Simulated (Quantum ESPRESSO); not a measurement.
Computed results, one entry a study.

### Collinear magnetic orders of V3Sb2 with Quantum ESPRESSO

It takes space group R-3m (No. 166, trigonal). Conventional cell: a = 5.505 Å, b = 5.505 Å, c = 20.327 Å, α = 90.00°, β = 90.00°, γ = 120.00°. Nearest to V lie 6 V at 2.62 to 2.89 Å and 5 Sb at 2.75 to 2.83 Å. Nearest to Sb lie 9 V at 2.75 to 2.83 Å. Sb has 6 V at 2.75 to 2.77 Å nearest. Farther neighbours are not listed.

```
V Sb
1.0
     2.75254    1.58918    6.77575
    -2.75254    1.58918    6.77575
     0.00000   -3.17836    6.77575
V Sb
6 4
Direct
  0.60284 0.12748 0.60284
  0.60284 0.60284 0.12748
  0.12748 0.60284 0.60284
  0.87252 0.39716 0.39716
  0.39716 0.87252 0.39716
  0.39716 0.39716 0.87252
  0.10975 0.10975 0.10975
  0.89025 0.89025 0.89025
  0.33112 0.33112 0.33112
  0.66888 0.66888 0.66888
```

```yaml
method: PBEsol; plane waves with GBRV 1.5 PBEsol potentials, no spin-orbit coupling, projections on orthogonalised atomic orbitals (and 2 further levels or steps)
program: Quantum ESPRESSO 7.5
settings_of_one_run: GBRV 1.5 PBEsol, potential files Sb: sb_pbesol_v1.4.uspp.F.UPF, V: v_pbesol_v1.4.uspp.F.UPF, cutoff 544.23 eV, 6×6×6 k-mesh, 89 bands, fermi-dirac occupations, smearing width 0.1 eV, collinear spin, SCF threshold 2.00e-8, starting moments 1.5 1.5 1.5 -1.5 -1.5 -1.5 0 0 0 0 μB
cost: 5 runs, 35 min in all on 4 MPI ranks of AMD EPYC 9R14 (Zen 4), shared host (the runs of this entry)
lowest_state_found: non-magnetic (from ferro ++++++, antiferro ++--+- and antiferro +++---)
largest_site_moment: 0 μB
```

The lowest state carries no moment, and no start kept one. This is the lowest of 3 collinear or spinless starts, no proof of the ground state.

[Logs and program files are shortened in this print: banners, set-up blocks, solver, clock and traceback lines can be left out without a mark of their own.]

[Logs are printed without paths, hosts, clocks, repeated set-up lines and the standing remarks that a program may print on its own settings, such as how far it seeks lower states.]

[Hosts, paths, dates, database ids (printed as entryN), source tags and the programs' standing remarks are cut or masked in the printed files.]

[Where a cell is said to come from a database of computed structures, the database is the Materials Project.]
